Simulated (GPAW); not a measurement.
# Near-edge structure at the Cu K edge of BaCu2S2 (I4/mmm)

Aim: the near-edge shape at the Cu K edge of BaCu2S2 (I4/mmm), and what the core hole does to it.

Method: X-ray absorption from dipole matrix elements to empty bands, plane-wave PAW LDA, in GPAW 26.7.0.

## 1. The starting structure

It takes space group I4/mmm (No. 139, tetragonal). Conventional cell: a = 3.902 Å, b = 3.902 Å, c = 12.650 Å, α = 90.00°, β = 90.00°, γ = 90.00°. Nearest to Ba lie 8 S at 3.29 Å. Nearest to Cu lie 4 S at 2.39 Å. Nearest to S lie 4 Cu at 2.39 Å and 4 Ba at 3.29 Å. Farther neighbours and most contacts between anions are not listed.

Structure file:

```cif
data_structure
_symmetry_space_group_name_H-M 'I4/mmm'
_symmetry_Int_Tables_number 139
_cell_length_a 3.9019
_cell_length_b 3.9019
_cell_length_c 12.6501
_cell_angle_alpha 90.000
_cell_angle_beta 90.000
_cell_angle_gamma 90.000
_cell_volume 192.60
loop_
_atom_site_label
_atom_site_type_symbol
_atom_site_symmetry_multiplicity
_atom_site_Wyckoff_symbol
_atom_site_fract_x
_atom_site_fract_y
_atom_site_fract_z
_atom_site_occupancy
Ba1 Ba 2 a 0.00000 0.00000 0.00000 1
Cu1 Cu 4 d 0.50000 0.00000 0.25000 1
S1 S 4 e 0.00000 0.00000 0.35899 1
```

## 2. The field without a hole

The ground state comes first: it tells whether the system has a gap, which decides how the excited electron is treated.

File scf.py:

```python
import numpy as np
from ase import Atoms
from ase.parallel import parprint, paropen
from gpaw import GPAW, PW, FermiDirac, Mixer, MixerDif, setup_paths
from gpaw.test import gen
setup_paths.insert(0, '.')
gen('Cu', name='nch1s', xcname='LDA', corehole=(1, 0, 0), write_xml=True)
from gpaw.mpi import world
world.barrier()

atoms = Atoms('BaCu2S2',
    cell=[[-1.95096482, 1.95096482, 6.32505103],
     [1.95096482, -1.95096482, 6.32505103],
     [1.95096482, 1.95096482, -6.32505103]],
    scaled_positions=[[0, 0, 0],
     [0.25, 0.75, 0.5],
     [0.75, 0.25, 0.5],
     [0.35898888, 0.35898888, 0],
     [0.64101112, 0.64101112, 0]],
    pbc=True)
atoms.calc = calc = GPAW(legacy_gpaw=True, mode=PW(430), xc='LDA', setups={1: 'nch1s'},
    kpts={'size': (9, 9, 9), 'gamma': True}, occupations=FermiDirac(0.05),
    charge=0, mixer=Mixer(0.1, 5, 50), maxiter=150,
    convergence={'density': 0.0001}, txt='scf.txt')
energy = atoms.get_potential_energy() + calc.get_reference_energy()
ef = calc.get_fermi_level()
out = dict(energy=energy, fermi=ef, forces=atoms.get_forces().tolist())
parprint(f'all-electron energy {energy:.4f} eV, Fermi level {ef:.4f} eV')
ev = np.array([[calc.get_eigenvalues(k, s) for k in range(len(calc.get_ibz_k_points()))] for s in range(calc.get_number_of_spins())])
out['homo'], out['lumo'], out['counts'] = ev[ev < ef].max(), ev[ev > ef].min(), sorted(set((ev < ef).sum((0, 2)).tolist()))
out['filled'] = (ev[:, 0] < ef).sum(1).tolist()
import json
with paropen('out.json', 'w') as f:
    json.dump(out, f)
```

The run is started by

```sh
OMP_NUM_THREADS=1 mpirun -n 4 gpaw python scf.py
```

Numbers of over 12 decimals in the logs are rounded to 6 here.

Output:

```text
Input parameters:
  convergence: {density: 0.0001}
  kpts: {gamma: True,
         size: (9, 9, 9)}
  maxiter: 150
  mixer: {backend: pulay,
          beta: 0.1,
          method: separate,
          nmaxold: 5,
          weight: 50}
  mode: {ecut: 430.0,
         name: pw}
  occupations: {fixmagmom: False,
                name: fermi-dirac,
                width: 0.05}
  setups: {1: nch1s}

Initialize ...

[... PAW data sets ...]

Reference energy: -332659.135539  # eV

Spin-paired calculation

[... convergence settings ...]
Symmetries present (total): 8
  [... symmetry matrices ...]

729 k-points: 9 x 9 x 9 Monkhorst-Pack grid
75 k-points in the irreducible part of the Brillouin zone
       k-points in crystal coordinates                weights
   0:     0.00000000    0.00000000    0.00000000          1/729
   1:     0.11111111   -0.11111111    0.00000000          4/729
   2:     0.11111111   -0.11111111    0.11111111          4/729
   3:     0.11111111    0.00000000    0.00000000          8/729
   4:     0.11111111    0.11111111   -0.11111111          2/729
   5:     0.22222222   -0.22222222    0.00000000          4/729
   6:     0.22222222   -0.22222222    0.11111111          8/729
   7:     0.22222222   -0.22222222    0.22222222          4/729
   8:     0.22222222   -0.11111111    0.00000000         16/729
   9:     0.22222222   -0.11111111    0.11111111          8/729
          ...
  74:     0.44444444    0.44444444    0.44444444          8/729

Wave functions: Plane wave expansion
  Cutoff energy: 430.000 eV
  Number of coefficients (min, max): 1930, 1982
  Pulay-stress correction: 0.000000 eV/Ang^3 (de/decut=0.000000)
  Using FFTW library
  Wavefunction extrapolation:
    Improved wavefunction reuse through dual PAW basis

Occupation numbers: Fermi-Dirac:
  width: 0.0500  # eV

Eigensolver
   Davidson(niter=2)

Densities:
  Coarse grid: 35*35*35 grid
  Fine grid: 70*70*70 grid
  Total Charge: 0.000000

Density mixing:
  Method: separate
  Backend: pulay
  Linear mixing parameter: 0.1
  old densities: 5
  Width of damping distribution: 1.1
  Damping of long wavelength oscillations: 50

[... Hamiltonian set-up ...]
Number of atoms: 5
Number of atomic orbitals: 31
Number of bands in calculation: 31
Number of valence electrons: 44
Bands to converge: occupied

... initialized

Initializing position-dependent things.

Density initialized from atomic densities
Creating initial wave functions:
  31 bands from LCAO basis set

       S

       S Cu
            Cu

       Ba

Atomic positions and initial magnetic moments

Positions:
   0 Ba     0.000000    0.000000    0.000000    ( 0.0000,  0.0000,  0.0000)
   1 Cu     1.950965    0.000000    3.162526    ( 0.0000,  0.0000,  0.0000)
   2 Cu     0.000000    1.950965    3.162526    ( 0.0000,  0.0000,  0.0000)
   3 S      0.000000   -0.000000    4.541246    ( 0.0000,  0.0000,  0.0000)
   4 S     -0.000000    0.000000    8.108856    ( 0.0000,  0.0000,  0.0000)

Unit cell:
           periodic     x           y           z      points  spacing
  1. axis:    yes   -1.950965    1.950965    6.325051    35     0.1065
  2. axis:    yes    1.950965   -1.950965    6.325051    35     0.1065
  3. axis:    yes    1.950965    1.950965   -6.325051    35     0.0788

  Lengths:   6.900638   6.900638   6.900638
  Angles:  147.154493 147.154493  47.135085

Effective grid spacing dv^(1/3) = 0.1310

iter:   1   -27.499399
iter:   2   -26.264471   -0.97  -1.29
iter:   3   -25.832432   -1.29  -1.39
iter:   4   -25.775514   -2.43  -1.51
iter:   5   -25.707909   -2.22  -1.68
iter:   6   -25.695616   -2.40  -1.89
iter:   7   -25.691023c  -3.20  -2.40
iter:   8   -25.689276c  -3.82  -2.78
iter:   9   -25.689217c  -4.98  -3.20
iter:  10   -25.689223c  -5.84  -3.36
iter:  11   -25.689204c  -5.76  -3.49
iter:  12   -25.689201c  -6.23  -3.71
iter:  13   -25.689200c  -7.15  -3.94
iter:  14   -25.689201c  -7.42c -4.06c

Converged after 14 iterations.

Dipole moment: (-0.000000, 0.000000, 0.000000) |e|*Ang

Energy contributions relative to reference atoms: (reference = -332659.135539)

Kinetic:         -3.036714
Potential:       +1.703547
External:        +0.000000
XC:             -24.534874
Entropy (-ST):   -0.000294
Local:           +0.178987
SIC:             +0.000000
--------------------------
Free energy:    -25.689348
Extrapolated:   -25.689201

Showing only first 2 kpts
 Kpt  Band  Eigenvalues  Occupancy
  0    20      7.77950    1.98483
  0    21      7.77950    1.98483
  0    22      8.15965    0.12253
  0    23      9.02153    0.00000

  1    20      7.31271    2.00000
  1    21      7.67147    1.99824
  1    22      9.02332    0.00000
  1    23      9.77524    0.00000

Fermi level: 8.02319

Gap: 0.380 eV
Transition (v -> c):
  (s=0, k=0, n=21, [0.00, 0.00, 0.00]) -> (s=0, k=0, n=22, [0.00, 0.00, 0.00])
No difference between direct/indirect transitions

Forces in eV/Ang:
  0 Ba    0.00000    0.00000   -0.00000
  1 Cu    0.00000   -0.00000    0.00000
  2 Cu    0.00000    0.00000    0.00000
  3 S     0.00000    0.00000   -0.13804
  4 S     0.00000    0.00000    0.13804
Scalar-relativistic atomic LDA calculation for Cu (Copper, Z=29)
Core hole in 1s state (1s occupation: 2.0)
600 radial gridpoints.
|------------------------------------------------|
|------------------------------------------------|
[... the atom generator's iteration count ...]

Energy contributions:
-------------------------
Kinetic:    +1675.285700
XC:           -64.895881
Potential:  -3262.312180
-------------------------
Total:      -1651.922361

state      eigenvalue         ekin         rmax
-----------------------------------------------
1s^2.0 :  -324.467727   418.664247        0.034
2s^2.0 :   -38.956231    78.634526        0.197
2p^6.0 :   -33.679353    76.825479        0.158
3s^2.0 :    -4.193271    17.288793        0.614
3p^6.0 :    -2.647366    15.189343        0.619
3d^10.0:    -0.195673     9.285239        0.600
4s^1.0 :    -0.178486     1.169252        2.257
4p^0.0 :    -0.028757     0.396770        3.504
-----------------------------------------------
(units: Bohr and Hartree)

Generating PAW setup
Kinetic energy of the core from tauc = 1596.294566
Cutoffs:
rc(s)=2.200
rc(p)=2.200
rc(d)=2.000
rc(vbar)=1.800
rc(comp)=2.000
rc(nct)=2.200

Kinetic energy of the core states: 1581.264061
Charge: 0.0
Core electrons: 18.0
Valence electrons: 11.0
Pseudo-core charge: 0.387458
Shape function alpha=2.500
Pseudo-electron charge 4.216968
state    eigenvalue         norm
--------------------------------
4s(1) :    -0.178486     1.057125
*s    :     0.821514
4p(0) :    -0.028757     1.001617
*p    :     0.971243
3d(10):    -0.195673     0.277238
*d    :     0.804327
--------------------------------

Diagonalizing with gridspacing h=0.050

state   all-electron     PAW
-------------------------------
4s:      -0.178486    -0.178572
4p:      -0.028757    -0.028678
3d:      -0.195673    -0.196155
*f:                    0.071609
-------------------------------
all-electron energy -332684.8247 eV, Fermi level 8.0232 eV
```

The job ended after 54 s (4 MPI ranks of Arm Neoverse V2, shared host; peak memory 0.26 GiB).

The mesh shows a gap of 0.38 eV, so the hole is first treated in a charged cell, without the excited electron.

## 3. Spectrum without a core hole, Cu atom 2

This cheap baseline ignores the attraction of the hole: it shows the absorber's empty states as they are in the ground state. The data set with a hole of occupation 0 only carries the core orbital.

The absorber has 4 S at 2.39 Å (tetrahedral, site symmetry -4m2).

File xas.py:

```python
import numpy as np
from ase import Atoms
from ase.parallel import parprint, paropen
from gpaw import GPAW, PW, FermiDirac, Mixer, MixerDif, setup_paths
from gpaw.test import gen
setup_paths.insert(0, '.')
gen('Cu', name='nch1s', xcname='LDA', corehole=(1, 0, 0), write_xml=True)
from gpaw.mpi import world
world.barrier()

atoms = Atoms('BaCu2S2',
    cell=[[-1.95096482, 1.95096482, 6.32505103],
     [1.95096482, -1.95096482, 6.32505103],
     [1.95096482, 1.95096482, -6.32505103]],
    scaled_positions=[[0, 0, 0],
     [0.25, 0.75, 0.5],
     [0.75, 0.25, 0.5],
     [0.35898888, 0.35898888, 0],
     [0.64101112, 0.64101112, 0]],
    pbc=True)
atoms.calc = calc = GPAW(legacy_gpaw=True, mode=PW(430), xc='LDA', setups={1: 'nch1s'},
    kpts={'size': (9, 9, 9), 'gamma': True}, occupations=FermiDirac(0.02),
    charge=0, mixer=Mixer(0.1, 5, 50), maxiter=150,
    convergence={'density': 0.0001}, txt='scf.txt')
energy = atoms.get_potential_energy() + calc.get_reference_energy()
ef = calc.get_fermi_level()
out = dict(energy=energy, fermi=ef, forces=atoms.get_forces().tolist())
parprint(f'all-electron energy {energy:.4f} eV, Fermi level {ef:.4f} eV')
ev = np.array([[calc.get_eigenvalues(k, s) for k in range(len(calc.get_ibz_k_points()))] for s in range(calc.get_number_of_spins())])
out['homo'], out['lumo'], out['counts'] = ev[ev < ef].max(), ev[ev > ef].min(), sorted(set((ev < ef).sum((0, 2)).tolist()))
out['filled'] = (ev[:, 0] < ef).sum(1).tolist()

from ase.units import Ha
from gpaw.xas import dipole_matrix_elements
nb = int(calc.get_number_of_electrons() / 2) + 60
top, nb = nb, nb + 8 + nb // 12
nscf = calc.fixed_density(kpts={'size': (5, 5, 5), 'gamma': True}, nbands=nb,
    convergence={'bands': top, 'eigenstates': 1e-5}, maxiter=60, txt='nscf.txt')
cell = atoms.cell.array
ops = [cell.T @ U.T @ np.linalg.inv(cell.T) for U in nscf.wfs.kd.symmetry.op_scc]
filled = [22]  # bands filled in the ground state, by spin
E = np.arange(-25, 34, 0.1)
fwhm = np.interp(E, [4, 25], [1.55, 3.5])
Y, X, zero, highest = 0, 0, 1e9, 1e9
for spin in range(nscf.get_number_of_spins()):
    wfs = nscf.wfs
    A = dipole_matrix_elements(wfs.setups[1])
    eps = np.zeros((wfs.kd.nibzkpts, nb))
    d = np.zeros((3, A.shape[1], wfs.kd.nibzkpts, nb), complex)
    for kpt in wfs.kpt_u:
        if kpt.s == spin and 1 in kpt.P_ani:
            eps[kpt.k] = kpt.eps_n * Ha
            d[:, :, kpt.k] = (kpt.weight * wfs.nspins / 2) ** 0.5 * np.inner(A, kpt.P_ani[1])
    world.sum(eps)
    world.sum(d)
    T = np.einsum('amkn,bmkn->abkn', d, d.conj()).real
    T = sum(np.einsum('ai,ijkn,bj->abkn', R, T, R) for R in ops) / len(ops)
    empty = np.ones_like(eps, bool) & (np.arange(nb) >= filled[spin])
    zero, highest = min(zero, eps[empty].min()), min(highest, eps[:, top - 1].min())
    lines = [(eps, T, empty)] if spin == 0 else lines + [(eps, T, empty)]
for eps, T, empty in lines:
    f = np.einsum('aakn->akn', T).reshape(3, -1)
    x = eps.ravel() - zero
    w = np.interp(x, E, fwhm) / 2.35482
    g = np.exp(-0.5 * ((E[:, None] - x) / w) ** 2) / (w * (2 * np.pi) ** 0.5)
    Y = Y + (f * empty.ravel()) @ g.T
    X = X + (f * ~empty.ravel()) @ g.T
out.update(E=E.round(2).tolist(), xas=Y.tolist(), xes=X.tolist(), zero=zero, valid=highest - zero, nk=len(eps), nb=nb)
for i in range(0, len(E), 10):
    parprint(f'{E[i]:7.2f}', *(f'{v:10.3e}' for v in Y[:, i]))
import json
with paropen('out.json', 'w') as f:
    json.dump(out, f)
```

The run is started by

```sh
OMP_NUM_THREADS=1 mpirun -n 4 gpaw python xas.py
```

Output:

```text
Input parameters:
  convergence: {density: 0.0001}
  kpts: {gamma: True,
         size: (9, 9, 9)}
  maxiter: 150
  mixer: {backend: pulay,
          beta: 0.1,
          method: separate,
          nmaxold: 5,
          weight: 50}
  mode: {ecut: 430.0,
         name: pw}
  occupations: {fixmagmom: False,
                name: fermi-dirac,
                width: 0.02}
  setups: {1: nch1s}

Initialize ...

[...]
*d    :     0.804327
--------------------------------

Diagonalizing with gridspacing h=0.050

state   all-electron     PAW
-------------------------------
4s:      -0.178486    -0.178572
4p:      -0.028757    -0.028678
3d:      -0.195673    -0.196155
*f:                    0.071609
-------------------------------
all-electron energy -332684.8248 eV, Fermi level 7.9828 eV
[...]
32.00  1.617e-07  1.617e-07  1.800e-07
  33.00  1.601e-07  1.601e-07  1.876e-07
[key lines of the parts left out:]
Converged after 14 iterations.
Dipole moment: (-0.000000, 0.000000, 0.000000) |e|*Ang
Free energy:    -25.689297
Fermi level: 7.98278
```

Elapsed: 83 s, on 4 MPI ranks; peak memory 0.33 GiB.

The Cu K spectrum, Cu atom 2, no core hole (energy from the lowest empty level; intensity scaled to a mean of 1 over the first 20 eV; polarised curves are means over the symmetry-equivalent atoms):

| E (eV) | isotropic | ε ⊥ c | ε ∥ c |
| --- | --- | --- | --- |
| -2.0 | 0.00 | 0.00 | 0.00 |
| -1.0 | 0.00 | 0.00 | 0.00 |
| 0.0 | 0.01 | 0.01 | 0.02 |
| 1.0 | 0.08 | 0.07 | 0.10 |
| 2.0 | 0.24 | 0.22 | 0.29 |
| 3.0 | 0.47 | 0.48 | 0.44 |
| 4.0 | 0.64 | 0.69 | 0.54 |
| 5.0 | 0.73 | 0.72 | 0.77 |
| 6.0 | 1.07 | 1.02 | 1.15 |
| 7.0 | 1.37 | 1.34 | 1.42 |
| 8.0 | 1.24 | 1.17 | 1.36 |
| 9.0 | 1.14 | 1.02 | 1.38 |
| 10.0 | 1.12 | 1.08 | 1.21 |
| 11.0 | 1.17 | 1.20 | 1.12 |
| 12.0 | 1.20 | 1.27 | 1.05 |
| 13.0 | 1.26 | 1.36 | 1.08 |
| 14.0 | 1.34 | 1.42 | 1.16 |
| 15.0 | 1.29 | 1.36 | 1.16 |
| 16.0 | 1.22 | 1.26 | 1.14 |
| 17.0 | 1.22 | 1.23 | 1.19 |
| 18.0 | 1.26 | 1.24 | 1.30 |
| 19.0 | 1.25 | 1.21 | 1.34 |
| 20.0 | 1.23 | 1.20 | 1.31 |
| 21.0 | 1.27 | 1.26 | 1.29 |
| 22.0 | 1.29 | 1.31 | 1.27 |
| 23.0 | 1.24 | 1.25 | 1.22 |
| 24.0 | 1.17 | 1.15 | 1.20 |
| 25.0 | 1.15 | 1.12 | 1.21 |
| 26.0 | 1.19 | 1.18 | 1.21 |
| 27.0 | 1.24 | 1.27 | 1.18 |
| 28.0 | 1.24 | 1.31 | 1.11 |
| 29.0 | 1.18 | 1.25 | 1.05 |
| 30.0 | 1.09 | 1.13 | 1.03 |
| 31.0 | 1.03 | 1.02 | 1.05 |

Main maxima below 30 eV (height): 7.0 eV (1.37), 14.2 eV (1.34), 18.4 eV (1.26), 21.8 eV (1.30) and 27.6 eV (1.25). A K edge sees empty p states on the absorber.

The same matrix elements for filled bands give the Cu K emission of Cu atom 2 (ground-state approximation; energy from the lowest empty level, largest value 1):

| E (eV) | emission |
| --- | --- |
| -24.00 | 0.00 |
| -23.25 | 0.00 |
| -22.50 | 0.00 |
| -21.75 | 0.00 |
| -21.00 | 0.00 |
| -20.25 | 0.00 |
| -19.50 | 0.00 |
| -18.75 | 0.00 |
| -18.00 | 0.00 |
| -17.25 | 0.00 |
| -16.50 | 0.00 |
| -15.75 | 0.01 |
| -15.00 | 0.03 |
| -14.25 | 0.08 |
| -13.50 | 0.15 |
| -12.75 | 0.17 |
| -12.00 | 0.07 |
| -11.25 | 0.01 |
| -10.50 | 0.00 |
| -9.75 | 0.00 |
| -9.00 | 0.00 |
| -8.25 | 0.00 |
| -7.50 | 0.01 |
| -6.75 | 0.08 |
| -6.00 | 0.29 |
| -5.25 | 0.68 |
| -4.50 | 1.00 |
| -3.75 | 0.69 |
| -3.00 | 0.39 |
| -2.25 | 0.40 |
| -1.50 | 0.45 |
| -0.75 | 0.33 |
| 0.00 | 0.11 |
| 0.75 | 0.01 |
| 1.50 | 0.00 |
| 2.25 | 0.00 |
| 3.00 | 0.00 |

Emission maxima: -13.0 eV (0.18), -4.4 eV (1.00) and -1.4 eV (0.45).

## 4. Supercell without a hole, the energy reference

The photon energy needs a difference of total energies, so the cell and mesh of the coming hole run are first run without a hole.

scf.py, as its differences from that of step 2:

```diff
@@ -10,14 +10,29 @@
 
-atoms = Atoms('BaCu2S2',
-    cell=[[-1.95096482, 1.95096482, 6.32505103],
-     [1.95096482, -1.95096482, 6.32505103],
-     [1.95096482, 1.95096482, -6.32505103]],
+atoms = Atoms('Ba4Cu8S8',
+    cell=[[1.95096482, -1.95096482, -6.32505103],
+     [-7.80385929, 0, 0],
+     [0, 7.80385929, 0]],
     scaled_positions=[[0, 0, 0],
-     [0.25, 0.75, 0.5],
-     [0.75, 0.25, 0.5],
-     [0.35898888, 0.35898888, 0],
-     [0.64101112, 0.64101112, 0]],
+     [0, 0.5, 0],
+     [0, 0.5, 0.5],
+     [0, 0, 0.5],
+     [0.5, 0.625, 0.875],
+     [0.5, 0.125, 0.875],
+     [0.5, 0.125, 0.375],
+     [0.5, 0.625, 0.375],
+     [0.5, 0.875, 0.125],
+     [0.5, 0.375, 0.125],
+     [0.5, 0.375, 0.625],
+     [0.5, 0.875, 0.625],
+     [0.28202224, 0.82050556, 0.82050556],
+     [0.28202224, 0.32050556, 0.82050556],
+     [0.28202224, 0.32050556, 0.32050556],
+     [0.28202224, 0.82050556, 0.32050556],
+     [0.71797776, 0.67949444, 0.67949444],
+     [0.71797776, 0.17949444, 0.67949444],
+     [0.71797776, 0.17949444, 0.17949444],
+     [0.71797776, 0.67949444, 0.17949444]],
     pbc=True)
-atoms.calc = calc = GPAW(legacy_gpaw=True, mode=PW(430), xc='LDA', setups={1: 'nch1s'},
-    kpts={'size': (9, 9, 9), 'gamma': True}, occupations=FermiDirac(0.05),
+atoms.calc = calc = GPAW(legacy_gpaw=True, mode=PW(430), xc='LDA', setups={4: 'nch1s'},
+    kpts={'size': (2, 2, 2), 'gamma': True}, occupations=FermiDirac(0.02),
     charge=0, mixer=Mixer(0.1, 5, 50), maxiter=150,
```

The run is started by

```sh
OMP_NUM_THREADS=1 mpirun -n 4 gpaw python scf.py
```

Output:

```text
Input parameters:
  convergence: {density: 0.0001}
  kpts: {gamma: True,
         size: (2, 2, 2)}
  maxiter: 150
  mixer: {backend: pulay,
          beta: 0.1,
          method: separate,
          nmaxold: 5,
          weight: 50}
  mode: {ecut: 430.0,
         name: pw}
  occupations: {fixmagmom: False,
                name: fermi-dirac,
                width: 0.02}
  setups: {4: nch1s}

Initialize ...

[...]
*s    :     0.821514
4p(0) :    -0.028757     1.001617
*p    :     0.971243
3d(10):    -0.195673     0.277238
*d    :     0.804327
--------------------------------

Diagonalizing with gridspacing h=0.050

state   all-electron     PAW
-------------------------------
4s:      -0.178486    -0.178572
4p:      -0.028757    -0.028678
3d:      -0.195673    -0.196155
*f:                    0.071609
-------------------------------
all-electron energy -1330739.1528 eV, Fermi level 7.9796 eV
[key lines of the parts left out:]
Converged after 18 iterations.
Dipole moment: (0.000000, -0.000000, 0.000000) |e|*Ang
Free energy:   -102.610699
Fermi level: 7.97964
```

Elapsed: 70 s, on 4 MPI ranks; peak memory 0.4 GiB; 4.6 min of CPU time.

Reference energy: -1330739.153 eV with the cores included.

(Continued in part 2 of 3.)

[Banner, clock and machine lines of the logs are left out without a mark of their own.]

[Logs are printed without paths, hosts, clocks, repeated set-up lines and the standing remarks that a program may print on its own settings, such as how far it seeks lower states.]

[Hosts, paths, dates, database ids (printed as entryN), source tags and the programs' standing remarks are cut or masked in the printed files.]

[Lists of maxima count a maximum above −3 eV only where it reaches 4 % of the highest in the window and stands out from its surroundings by 2 % of it (1.5 % where it reaches 55 %); shoulders and weaker maxima are passed over, and of the rest the first, up to two pre-edge ones and the few strongest are named.]
